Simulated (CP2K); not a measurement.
The N K edge of methylpyrazine was computed by TDDFT (CP2K XAS_TDP, aug-cc-pVDZ, TDA) at these levels: BHandHLYP, PBEh(45%) and PBEh(45%) + GW2X. The first three lines of N4 (bonded to 2 C) with a strength over 0.0015, energy in eV and strength:

```
run           first          second           third
  1  396.68 (0.057)  404.16 (0.003)  404.61 (0.002)
  2  399.47 (0.054)  406.63 (0.004)  407.12 (0.002)
  3  394.53 (0.054)  401.69 (0.004)  402.18 (0.002)
```

**Question.** Which run is which?

Run 1: BHandHLYP (50 % exact exchange). Run 2: PBEh(45%) + GW2X (45 % exact exchange). Run 3: PBEh(45%) (45 % exact exchange). Self-interaction lifts the core level, so the uncorrected lines rise with the share of exact exchange. The GW2X run keeps the spacings of its parent: 7.16 eV between the first two lines in run 2, 7.16 eV in run 3. Its shift is +4.94 eV, since the Kohn–Sham level at this share of exchange lies that far above the quasiparticle level.

[Banner, clock and machine lines of the logs are left out without a mark of their own.]

[Logs are printed without paths, hosts, clocks, repeated set-up lines and the standing remarks that a program may print on its own settings, such as how far it seeks lower states.]

[Hosts, paths, dates, database ids (printed as entryN), source tags and the programs' standing remarks are cut or masked in the printed files.]
